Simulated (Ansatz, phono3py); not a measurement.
# KCl (Sylvite, Fm-3m): thermal conductivity with phono3py, part 3 of 5

The second- and third-order constants of KCl (Sylvite) come from an earlier supercell run; what does phono3py make of them?

Experimental results on record:
- thermal conductivity 7.1 W/m/K near room temperature (given in “Combining the AFLOW GIBBS and Elastic Libraries to efficiently and robustly screen thermo-mechanical properties of solids”, 2017, arXiv:1611.05714)
- thermal conductivity 7.1 W/m/K near room temperature (given in “Predicting the lattice thermal conductivity of solids by solving the Boltzmann transport equation: AFLOW - AAPL an automated, accurate and efficient framework”, 2017, arXiv:1611.05481)

phono3py 4.10.0; DFT LDA, scalar-relativistic, plane waves, PAW; phono3py on Ansatz's force constants.

So far, κ at 300 K (W/m/K): step 2 (relaxation-time solution) 10.3; step 9 (q-mesh of the transport sums 21×21×21) 10.3; step 10 (q-mesh of the transport sums 27×27×27) 10.4; step 12 (boundary mean free path 0.01 micrometre) 3.96; step 13 (boundary mean free path 1 micrometre) 9.99.

## 14. Direct solution of the linearised equation, third order supercell 3×3×3, supercell 6×6×6

Solving the linearised equation directly keeps the heat that normal processes pass on between modes; it is dearer, so the mesh may be smaller.

Contents of phono3py.yaml:

```yaml
phono3py:
  version: "4.10.0"
  frequency_unit_conversion_factor: 15.633302
  symmetry_tolerance: 1.00000e-05

physical_unit:
  atomic_mass: "AMU"
  length: "angstrom"

space_group:
  type: "Fm-3m"
  number: 225
  Hall_symbol: "-F 4 2 3"

primitive_matrix:
- [  1.000000000000000,  0.000000000000000,  0.000000000000000 ]
- [  0.000000000000000,  1.000000000000000,  0.000000000000000 ]
- [  0.000000000000000,  0.000000000000000,  1.000000000000000 ]

supercell_matrix:
- [   3,   0,   0 ]
- [   0,   3,   0 ]
- [   0,   0,   3 ]

# [primitive_cell block left out]
unit_cell:
  lattice:
  - [     0.000000000000000,     3.038503376300000,     3.038503376300000 ] # a
  - [     3.038503376300000,     0.000000000000000,     3.038503376300000 ] # b
  - [     3.038503376300000,     3.038503376300000,     0.000000000000000 ] # c
  points:
  - symbol: K # 1
    coordinates: [  0.000000000000000,  0.000000000000000,  0.000000000000000 ]
    mass: 39.098300
    reduced_to: 1
  - symbol: Cl # 2
    coordinates: [  0.500000000000000,  0.500000000000000,  0.500000000000000 ]
    mass: 35.450000
    reduced_to: 2

# [supercell block left out]
phonon_supercell_matrix:
- [   6,   0,   0 ]
- [   0,   6,   0 ]
- [   0,   0,   6 ]

# [phonon_primitive_cell block left out]
# [phonon_supercell block left out]
nac:
  born_effective_charge:
  - # 1 (K)
    - [  1.109170126599619,  0.000000000000000,  0.000000000000000 ]
    - [  0.000000000000000,  1.109170126599619,  0.000000000000000 ]
    - [  0.000000000000000,  0.000000000000000,  1.109170126599619 ]
  - # 2 (Cl)
    - [ -1.109170126599619,  0.000000000000000,  0.000000000000000 ]
    - [  0.000000000000000, -1.109170126599619,  0.000000000000000 ]
    - [  0.000000000000000,  0.000000000000000, -1.109170126599619 ]
  dielectric_constant:
    - [  2.508022372554948,  0.000000000000000,  0.000000000000000 ]
    - [  0.000000000000000,  2.508022372554948,  0.000000000000000 ]
    - [  0.000000000000000,  0.000000000000000,  2.508022372554948 ]
  unit_conversion_factor: 14.399645
```

On the command line:

```sh
phono3py phono3py.yaml --mesh 13 13 13 --lbte --isotope --ts 100 300 600
```

The log of the run:

```text
[banner, memory and clock lines left out]
Rust backend (phonors) using rayon (4 threads).
Running in phono3py.load mode.
Spglib version 2.8.0
----------------------------- General settings -----------------------------
Run mode: conductivity-LBTE
HDF5 data compression filter: gzip
Crystal structure was read from "phono3py.yaml".
Supercell (dim): [3 3 3]
Phonon supercell (dim-fc2): [6 6 6]
Primitive matrix:
  [1. 0. 0.]
  [0. 1. 0.]
  [0. 0. 1.]
Spacegroup: Fm-3m (225)
Use -v option to watch primitive cell, unit cell, and supercell structures.
NAC parameters were read from "phono3py.yaml".
fc3 was read from "fc3.hdf5".
fc2 was read from "fc2.hdf5".
----------------------------- Force constants ------------------------------
Max drift of fc3: 0.00000000 (zzz) 0.00000000 (zzz) 0.00000000 (zzz)
Max drift of fc2: -0.00000000 (xx) -0.00000000 (xx)
--------------------------- Calculation settings ---------------------------
Non-analytical term correction (NAC): True
NAC unit conversion factor:  14.39964
BZ integration: Tetrahedron-method
Temperatures: 100.0  300.0  600.0
Cutoff frequency: 0.01
Mesh sampling: [ 13 13 13 ]
Generating grid system ... [ 13 13 13 ]
fc3-r2q-transformation over three atoms: True
--------------------------- Phonon calculations ----------------------------
  PRB 50, 13035(R) (1994), PRB 55, 10355 (1997)
  G-cutoff distance: 1.08, Number of G-points: 307, Lambda: 0.18
Running harmonic phonon calculations...
------------------- Lattice thermal conductivity (LBTE) -------------------
Running heat capacity calculations...
Running velocity calculations...
Running isotope scattering calculations with tetrahedron method...
======================= Grid point 0 (1/84) =======================
q-point: ( 0.00  0.00  0.00)
Boundary mean free path (millimeter): 1000.000
Mass variance parameters: 1.64e-04 5.83e-04
Number of triplets: 84
Frequency     group velocity (x, y, z)     |gv|
  -0.000   (   0.000    0.000    0.000)    0.000
   0.000   (   0.000    0.000    0.000)    0.000
   0.000   (   0.000    0.000    0.000)    0.000
   4.833   (   0.000    0.000    0.000)    0.000
   4.833   (   0.000    0.000    0.000)    0.000
   4.833   (   0.000    0.000    0.000)    0.000
======================= Grid point 1 (2/84) =======================
q-point: ( 0.08  0.00  0.00)
Boundary mean free path (millimeter): 1000.000
Mass variance parameters: 1.64e-04 5.83e-04
Number of triplets: 231
Frequency     group velocity (x, y, z)     |gv|
   0.650   ( -16.994   16.994   16.994)   29.434
   0.650   ( -16.994   16.994   16.994)   29.434
   0.844   ( -22.084   22.084   22.084)   38.251
   4.806   (   1.435   -1.435   -1.435)    2.485
   4.806   (   1.435   -1.435   -1.435)    2.485
   6.603   (   2.169   -2.169   -2.169)    3.757
[81 grid points left out]
======================= Grid point 605 (84/84) =======================
q-point: ( 0.69  0.46  0.23)
Boundary mean free path (millimeter): 1000.000
Mass variance parameters: 1.64e-04 5.83e-04
Number of triplets: 595
Frequency     group velocity (x, y, z)     |gv|
   2.470   (  -0.000   13.621    2.057)   13.775
   2.706   (   0.000  -12.481   -8.799)   15.271
   3.748   (  -0.000   27.304    0.689)   27.312
   4.150   (   0.000  -22.530   -3.197)   22.756
   5.032   (  -0.000   -1.272    3.893)    4.095
   5.036   (   0.000    1.521    0.337)    1.558
=================== End of collection of collisions ===================
- Collision matrix shape (1, 3, 84, 6, 3, 84, 6, 3)
- Averaging collision matrix elements by phonon degeneracy [0.021s]
- Making collision matrix symmetric (Rust) [0.002s]
Diagonalize by scipy.linalg.lapack.dsyev sum=2.9e+01 d=-1.4e-14 [3.409s]
Pinv by ignoring 528/1512 dims under abs(eig)<1.0e-08 (np.dot) [0.002s]
----------- Thermal conductivity (W/m-k) with tetrahedron method -----------
#  T(K)        xx         yy         zz         yz         xz         xy
  100.0      37.286     37.286     37.286     -0.000     -0.000      0.000
  (RTA)      29.082     29.082     29.082     -0.000     -0.000      0.000
Diagonalize by scipy.linalg.lapack.dsyev sum=4.7e+01 d=0.0e+00 [3.271s]
Pinv by ignoring 528/1512 dims under abs(eig)<1.0e-08 (np.dot) [0.002s]
#  T(K)        xx         yy         zz         yz         xz         xy
  300.0      13.903     13.903     13.903     -0.000     -0.000      0.000
  (RTA)      10.190     10.190     10.190     -0.000     -0.000      0.000
Diagonalize by scipy.linalg.lapack.dsyev sum=7.5e+01 d=1.4e-14 [3.315s]
Pinv by ignoring 528/1512 dims under abs(eig)<1.0e-08 (np.dot) [0.002s]
#  T(K)        xx         yy         zz         yz         xz         xy
  600.0       7.214      7.214      7.214     -0.000     -0.000      0.000
  (RTA)       5.194      5.194      5.194     -0.000     -0.000      0.000
Thermal conductivity related properties were written into
"kappa-m131313.hdf5".
Eigenvalues of collision matrix were written into "coleigs-m131313.hdf5"
Summary of calculation was written in "phono3py.yaml".
```

The job ended after 20 s (4 threads of Arm Neoverse V1, shared host; peak memory 0.25 GiB).

Numbers from this step:

```yaml
kappa_at_300_k: 13.9 W/m/K
kappa_xx_yy_zz_at_300_k: 13.9, 13.9, 13.9 W/m/K
```

W/m/K. Kappa, by row:

| T (K) | xx | yy | zz | yz | xz | xy | RTA mean |
| --- | --- | --- | --- | --- | --- | --- | --- |
| 100 | 37.29 | 37.29 | 37.29 | 0 | 0 | 0 | 29.08 |
| 300 | 13.9 | 13.9 | 13.9 | 0 | 0 | 0 | 10.19 |
| 600 | 7.214 | 7.214 | 7.214 | 0 | 0 | 0 | 5.194 |

On this mesh the direct solution gives 13.9 W/(m K) at 300 K, against 10.2 in the relaxation-time approximation.

## 15. Adding coherences, third order supercell 3×3×3, supercell 6×6×6

Close branches can carry heat by tunnelling between them, which the particle picture leaves out.

phono3py.yaml is that of step 14.

On the command line:

```sh
phono3py phono3py.yaml --mesh 17 17 17 --br --isotope --tt smm19 --ts 100 150 200 300 400 500 600 800
```

The log of the run:

```text
[banner, memory and clock lines left out]
Rust backend (phonors) using rayon (4 threads).
Running in phono3py.load mode.
Spglib version 2.8.0
----------------------------- General settings -----------------------------
Run mode: conductivity-RTA
HDF5 data compression filter: gzip
Crystal structure was read from "phono3py.yaml".
Supercell (dim): [3 3 3]
Phonon supercell (dim-fc2): [6 6 6]
Primitive matrix:
  [1. 0. 0.]
  [0. 1. 0.]
  [0. 0. 1.]
Spacegroup: Fm-3m (225)
Use -v option to watch primitive cell, unit cell, and supercell structures.
NAC parameters were read from "phono3py.yaml".
fc3 was read from "fc3.hdf5".
fc2 was read from "fc2.hdf5".
----------------------------- Force constants ------------------------------
Max drift of fc3: 0.00000000 (zzz) 0.00000000 (zzz) 0.00000000 (zzz)
Max drift of fc2: -0.00000000 (xx) -0.00000000 (xx)
--------------------------- Calculation settings ---------------------------
Non-analytical term correction (NAC): True
NAC unit conversion factor:  14.39964
BZ integration: Tetrahedron-method
Temperature:  100.0  150.0  200.0  300.0  400.0 ... 800.0
Cutoff frequency: 0.01
Mesh sampling: [ 17 17 17 ]
Generating grid system ... [ 17 17 17 ]
fc3-r2q-transformation over three atoms: True
Optional transport type: SMM19
--------------------------- Phonon calculations ----------------------------
  PRB 50, 13035(R) (1994), PRB 55, 10355 (1997)
  G-cutoff distance: 1.08, Number of G-points: 307, Lambda: 0.18
Running harmonic phonon calculations...
-------------------- Lattice thermal conductivity (RTA) --------------------
Running heat capacity calculations...
Running velocity calculations...
Running isotope scattering calculations with tetrahedron method...
======================= Grid point 0 (1/165) =======================
q-point: ( 0.00  0.00  0.00)
Boundary mean free path (millimeter): 1000.000
Mass variance parameters: 1.64e-04 5.83e-04
Number of triplets: 165
Frequency     group velocity (x, y, z)     |gv|
  -0.000   (   0.000    0.000    0.000)    0.000
   0.000   (   0.000    0.000    0.000)    0.000
   0.000   (   0.000    0.000    0.000)    0.000
   4.833   (   0.000    0.000    0.000)    0.000
   4.833   (   0.000    0.000    0.000)    0.000
   4.833   (   0.000    0.000    0.000)    0.000
======================= Grid point 1 (2/165) =======================
q-point: ( 0.06  0.00  0.00)
Boundary mean free path (millimeter): 1000.000
Mass variance parameters: 1.64e-04 5.83e-04
Number of triplets: 489
Frequency     group velocity (x, y, z)     |gv|
   0.498   ( -17.077   17.077   17.077)   29.578
   0.498   ( -17.077   17.077   17.077)   29.578
   0.646   ( -22.170   22.170   22.170)   38.399
   4.817   (   1.109   -1.109   -1.109)    1.922
   4.817   (   1.109   -1.109   -1.109)    1.922
   6.621   (   1.677   -1.677   -1.677)    2.905
[162 grid points left out]
======================= Grid point 1322 (165/165) =======================
q-point: ( 0.71  0.47  0.24)
Boundary mean free path (millimeter): 1000.000
Mass variance parameters: 1.64e-04 5.83e-04
Number of triplets: 1305
Frequency     group velocity (x, y, z)     |gv|
   2.495   (  -0.000   13.520    1.580)   13.612
   2.664   (   0.000  -12.608   -6.874)   14.360
   3.789   (  -0.000   25.490    0.410)   25.493
   4.108   (   0.000  -21.893   -2.354)   22.020
   5.039   (   0.000    1.522    0.263)    1.545
   5.041   (  -0.000   -1.366    2.926)    3.229
=================== End of collection of collisions ===================
----------- Thermal conductivity (W/m-k) with tetrahedron method -----------
#          T(K)        xx         yy         zz         yz         xz         xy
K_intra   100.0      29.383     29.383     29.383     -0.000     -0.000      0.000
K_intra   150.0      19.945     19.945     19.945     -0.000     -0.000      0.000
K_intra   200.0      15.169     15.169     15.169     -0.000     -0.000      0.000
K_intra   300.0      10.282     10.282     10.282     -0.000     -0.000      0.000
K_intra   400.0       7.782      7.782      7.782     -0.000     -0.000      0.000
K_intra   500.0       6.262      6.262      6.262     -0.000     -0.000      0.000
K_intra   600.0       5.238      5.238      5.238     -0.000     -0.000      0.000
K_intra   800.0       3.949      3.949      3.949     -0.000     -0.000      0.000

K_inter   100.0       0.103      0.103      0.103     -0.000     -0.000      0.000
K_inter   150.0       0.104      0.104      0.104     -0.000     -0.000      0.000
K_inter   200.0       0.109      0.109      0.109     -0.000     -0.000      0.000
K_inter   300.0       0.121      0.121      0.121     -0.000     -0.000      0.000
K_inter   400.0       0.131      0.131      0.131     -0.000     -0.000      0.000
K_inter   500.0       0.141      0.141      0.141     -0.000     -0.000      0.000
K_inter   600.0       0.150      0.150      0.150     -0.000     -0.000      0.000
K_inter   800.0       0.165      0.165      0.165     -0.000     -0.000      0.000

K_TOT     100.0      29.486     29.486     29.486     -0.000     -0.000      0.000
K_TOT     150.0      20.048     20.048     20.048     -0.000     -0.000      0.000
K_TOT     200.0      15.278     15.278     15.278     -0.000     -0.000      0.000
K_TOT     300.0      10.403     10.403     10.403     -0.000     -0.000      0.000
K_TOT     400.0       7.914      7.914      7.914     -0.000     -0.000      0.000
K_TOT     500.0       6.403      6.403      6.403     -0.000     -0.000      0.000
K_TOT     600.0       5.389      5.389      5.389     -0.000     -0.000      0.000
K_TOT     800.0       4.113      4.113      4.113     -0.000     -0.000      0.000

Thermal conductivity related properties were written into
"kappa-m171717.hdf5".
Summary of calculation was written in "phono3py.yaml".
```

Run time: 29 s. Hardware: 4 threads; peak memory 0.25 GiB; 1.7 min of CPU time.

This step gave:

```yaml
kappa_at_300_k: 10.4 W/m/K
kappa_xx_yy_zz_at_300_k: 10.4, 10.4, 10.4 W/m/K
```

W/m/K. Kappa, by row:

| T (K) | xx | yy | zz | yz | xz | xy | intra mean | inter mean |
| --- | --- | --- | --- | --- | --- | --- | --- | --- |
| 100 | 29.49 | 29.49 | 29.49 | 0 | 0 | 0 | 29.38 | 0.103 |
| 150 | 20.05 | 20.05 | 20.05 | 0 | 0 | 0 | 19.94 | 0.1039 |
| 200 | 15.28 | 15.28 | 15.28 | 0 | 0 | 0 | 15.17 | 0.1092 |
| 300 | 10.4 | 10.4 | 10.4 | 0 | 0 | 0 | 10.28 | 0.1206 |
| 400 | 7.914 | 7.914 | 7.914 | 0 | 0 | 0 | 7.782 | 0.1313 |
| 500 | 6.403 | 6.403 | 6.403 | 0 | 0 | 0 | 6.262 | 0.1412 |
| 600 | 5.389 | 5.389 | 5.389 | 0 | 0 | 0 | 5.238 | 0.1502 |
| 800 | 4.113 | 4.113 | 4.113 | 0 | 0 | 0 | 3.949 | 0.1647 |

κ at 300 K goes from 10.3 in the base run to 10.4 W/(m K).

## 16. Gaussian smearing, third order supercell 3×3×3, supercell 6×6×6

A Gaussian replaces the tetrahedron method for energy conservation; its width must match the mesh.

phono3py.yaml is that of step 15.

On the command line:

```sh
phono3py phono3py.yaml --mesh 17 17 17 --br --isotope --sigma 0.03 --ts 100 300 600
```

The log of the run:

```text
[banner, memory and clock lines left out]
Rust backend (phonors) using rayon (4 threads).
Running in phono3py.load mode.
Spglib version 2.8.0
----------------------------- General settings -----------------------------
Run mode: conductivity-RTA
HDF5 data compression filter: gzip
Crystal structure was read from "phono3py.yaml".
Supercell (dim): [3 3 3]
Phonon supercell (dim-fc2): [6 6 6]
Primitive matrix:
  [1. 0. 0.]
  [0. 1. 0.]
  [0. 0. 1.]
Spacegroup: Fm-3m (225)
Use -v option to watch primitive cell, unit cell, and supercell structures.
NAC parameters were read from "phono3py.yaml".
fc3 was read from "fc3.hdf5".
fc2 was read from "fc2.hdf5".
----------------------------- Force constants ------------------------------
Max drift of fc3: 0.00000000 (zzz) 0.00000000 (zzz) 0.00000000 (zzz)
Max drift of fc2: -0.00000000 (xx) -0.00000000 (xx)
--------------------------- Calculation settings ---------------------------
Non-analytical term correction (NAC): True
NAC unit conversion factor:  14.39964
BZ integration: Smearing=0.03
Temperature:  100.0  300.0  600.0
Cutoff frequency: 0.01
Mesh sampling: [ 17 17 17 ]
Generating grid system ... [ 17 17 17 ]
fc3-r2q-transformation over three atoms: True
--------------------------- Phonon calculations ----------------------------
  PRB 50, 13035(R) (1994), PRB 55, 10355 (1997)
  G-cutoff distance: 1.08, Number of G-points: 307, Lambda: 0.18
Running harmonic phonon calculations...
-------------------- Lattice thermal conductivity (RTA) --------------------
Running heat capacity calculations...
Running velocity calculations...
Running isotope scattering calculations sigma=0.03...
======================= Grid point 0 (1/165) =======================
q-point: ( 0.00  0.00  0.00)
Boundary mean free path (millimeter): 1000.000
Mass variance parameters: 1.64e-04 5.83e-04
Number of triplets: 165
Frequency     group velocity (x, y, z)     |gv|
  -0.000   (   0.000    0.000    0.000)    0.000
   0.000   (   0.000    0.000    0.000)    0.000
   0.000   (   0.000    0.000    0.000)    0.000
   4.833   (   0.000    0.000    0.000)    0.000
   4.833   (   0.000    0.000    0.000)    0.000
   4.833   (   0.000    0.000    0.000)    0.000
======================= Grid point 1 (2/165) =======================
q-point: ( 0.06  0.00  0.00)
Boundary mean free path (millimeter): 1000.000
Mass variance parameters: 1.64e-04 5.83e-04
Number of triplets: 489
Frequency     group velocity (x, y, z)     |gv|
   0.498   ( -17.077   17.077   17.077)   29.578
   0.498   ( -17.077   17.077   17.077)   29.578
   0.646   ( -22.170   22.170   22.170)   38.399
   4.817   (   1.109   -1.109   -1.109)    1.922
   4.817   (   1.109   -1.109   -1.109)    1.922
   6.621   (   1.677   -1.677   -1.677)    2.905
[162 grid points left out]
======================= Grid point 1322 (165/165) =======================
q-point: ( 0.71  0.47  0.24)
Boundary mean free path (millimeter): 1000.000
Mass variance parameters: 1.64e-04 5.83e-04
Number of triplets: 1305
Frequency     group velocity (x, y, z)     |gv|
   2.495   (  -0.000   13.520    1.580)   13.612
   2.664   (   0.000  -12.608   -6.874)   14.360
   3.789   (  -0.000   25.490    0.410)   25.493
   4.108   (   0.000  -21.893   -2.354)   22.020
   5.039   (   0.000    1.522    0.263)    1.545
   5.041   (  -0.000   -1.366    2.926)    3.229
=================== End of collection of collisions ===================
----------- Thermal conductivity (W/m-k) for sigma=0.03 -----------
#  T(K)        xx         yy         zz         yz         xz         xy
  100.0      30.460     30.460     30.460     -0.000     -0.000      0.000
  300.0      10.791     10.791     10.791     -0.000     -0.000      0.000
  600.0       5.516      5.516      5.516     -0.000     -0.000      0.000

Thermal conductivity related properties and sigma 0.03
were written into "kappa-m171717-s0.03.hdf5".
Summary of calculation was written in "phono3py.yaml".
```

Wall time 25 s (4 threads); peak memory 0.25 GiB; 86 s of CPU time.

This step gave:

| Property | Result |
| --- | --- |
| κ at 300 K | 10.79 W/m/K |
| κ xx, yy, zz at 300 K | 10.79, 10.79, 10.79 W/m/K |

W/m/K. Kappa, by row:

| T (K) | xx | yy | zz | yz | xz | xy |
| --- | --- | --- | --- | --- | --- | --- |
| 100 | 30.46 | 30.46 | 30.46 | 0 | 0 | 0 |
| 300 | 10.79 | 10.79 | 10.79 | 0 | 0 | 0 |
| 600 | 5.516 | 5.516 | 5.516 | 0 | 0 | 0 |

With a width of 0.03 THz κ at 300 K is 10.8 W/(m K), +5.0 % from the tetrahedron value.

Between step 2 and this run (delta function Gaussian and sigma 0.03 THz) the value for the κ at 300 K moves from 10.3 W/m/K to 10.8 W/m/K (+5 %).

(Part 3 of 5 ends here.)

[Logs are printed without paths, hosts, clocks, repeated set-up lines and the standing remarks that a program may print on its own settings, such as how far it seeks lower states.]

[Hosts, paths, dates, database ids (printed as entryN), source tags and the programs' standing remarks are cut or masked in the printed files.]

[A step with changed settings may run another functional than the one named; its input shows which.]
